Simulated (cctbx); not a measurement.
## InNi9B8 with cctbx, script by script

Library: cctbx 2025.11.

## 1. Energy scan

run.py:

```python
from cctbx import adptbx, crystal, miller, xray
from cctbx.array_family import flex
from cctbx.eltbx import sasaki

cs = crystal.symmetry(unit_cell=(7.372, 8.225, 10.995, 90, 90, 90), space_group_symbol='Hall: -C 2c 2')  # Cmcm
atoms = [  # label, site, U (iso, or U11 U22 U33 U12 U13 U23 in A^2), occupancy
    ("In1", (0.5, 0.4163, 0.25), (0.0075, 0.0083, 0.0092, 0.0000, 0.0000, 0.0000), 1),
    ("Ni1", (0.3154, 0.0569, 0.6096), (0.0080, 0.0095, 0.0112, -0.0016, -0.0009, 0.0003), 1),
    ("Ni2", (0.7794, 0.8236, 0.75), (0.0109, 0.0122, 0.0095, 0.0008, 0.0000, 0.0000), 1),
    ("Ni3", (0.5, 0.2115, 0.4205), (0.0100, 0.0114, 0.0109, 0.0000, 0.0000, 0.0003), 1),
    ("Ni4", (0, 0, 0.5), (0.0093, 0.0091, 0.0094, 0.0000, 0.0000, 0.0002), 1),
    ("B1", (0.7904, 0.8285, 0.5514), (0.0199, 0.0166, 0.0211, -0.0026, -0.0001, -0.0006), 1),
    ("B2", (0.5, 0.2816, 0.8852), (0.0191, 0.0174, 0.0184, 0.0000, 0.0000, -0.0017), 1),
    ("B3", (0.5, 0.8487, 0.25), (0.0152, 0.0170, 0.0219, 0.0000, 0.0000, 0.0000), 1),
    ("B4", (0.5, 0.0648, 0.25), (0.0186, 0.0194, 0.0197, 0.0000, 0.0000, 0.0000), 1),
]
xs = xray.structure(crystal_symmetry=cs)
for label, site, u, occ in atoms:
    u = adptbx.u_cif_as_u_star(cs.unit_cell(), u) if isinstance(u, tuple) else u
    xs.add_scatterer(xray.scatterer(label, site=site, u=u, occupancy=occ))
hkl = [(0, 2, 0), (1, 1, 1), (2, 2, 1), (0, 0, 2)]
ms = miller.set(cs, flex.miller_index(hkl + [tuple(-v for v in h) for h in hkl]), anomalous_flag=True)
print("E (eV)    f'(In)   f''   " + "".join("%16s" % ("|F|" + " ".join(map(str, h))) for h in hkl))
for e in [27340, 27690, 27820, 27880, 27910, 27925, 27932, 27936, 27944, 27948, 27955, 27970, 28000, 28090, 28340]:
    xs.set_inelastic_form_factors(12398.42 / e, "sasaki")
    t = sasaki.table("In").at_ev(e)
    f = flex.abs(ms.structure_factors_from_scatterers(xs, algorithm="direct").f_calc().data())
    n = len(hkl)
    print("%7.0f %7.2f %6.2f  " % (e, t.fp(), t.fdp()) + "".join("%9.1f/%6.1f" % (f[k], f[k + n]) for k in range(n)))
```

```console
$ python run.py
```

```text
E (eV)    f'(In)   f''           |F|0 2 0        |F|1 1 1        |F|2 2 1        |F|0 0 2
  27340   -3.38   0.58      131.7/ 131.7     77.9/  77.9    122.7/ 122.7     56.9/  56.9
  27690   -4.16   0.57      130.1/ 130.1     76.3/  76.3    120.1/ 120.1     53.8/  53.8
  27820   -4.83   0.56      128.8/ 128.8     75.0/  75.0    117.8/ 117.8     51.2/  51.2
  27880   -5.47   0.56      127.5/ 127.5     73.7/  73.7    115.6/ 115.6     48.6/  48.6
  27910   -6.11   0.56      126.3/ 126.3     72.4/  72.4    113.4/ 113.4     46.1/  46.1
  27925   -6.73   0.56      125.1/ 125.1     71.2/  71.2    111.4/ 111.4     43.6/  43.6
  27932   -7.29   0.56      124.0/ 124.0     70.1/  70.1    109.4/ 109.4     41.4/  41.4
  27936   -7.80   0.56      122.9/ 122.9     69.1/  69.1    107.7/ 107.7     39.4/  39.4
  27944   -8.79   3.58      121.3/ 121.3     67.5/  67.5    105.0/ 105.0     37.6/  37.6
  27948   -7.81   3.58      123.2/ 123.2     69.4/  69.4    108.3/ 108.3     41.3/  41.3
  27955   -6.94   3.58      124.9/ 124.9     71.2/  71.2    111.2/ 111.2     44.6/  44.6
  27970   -6.20   3.57      126.4/ 126.4     72.6/  72.6    113.7/ 113.7     47.4/  47.4
  28000   -5.50   3.57      127.7/ 127.7     74.0/  74.0    116.1/ 116.1     50.1/  50.1
  28090   -4.58   3.55      129.5/ 129.5     75.8/  75.8    119.2/ 119.2     53.7/  53.7
  28340   -3.59   3.50      131.5/ 131.5     77.8/  77.8    122.6/ 122.6     57.5/  57.5
```

It took 0.25 s on 1 thread of Arm Neoverse V2, on a shared host, peak memory 0.07 GiB.

[Logs are printed without paths, hosts, clocks, repeated set-up lines and the standing remarks that a program may print on its own settings, such as how far it seeks lower states.]
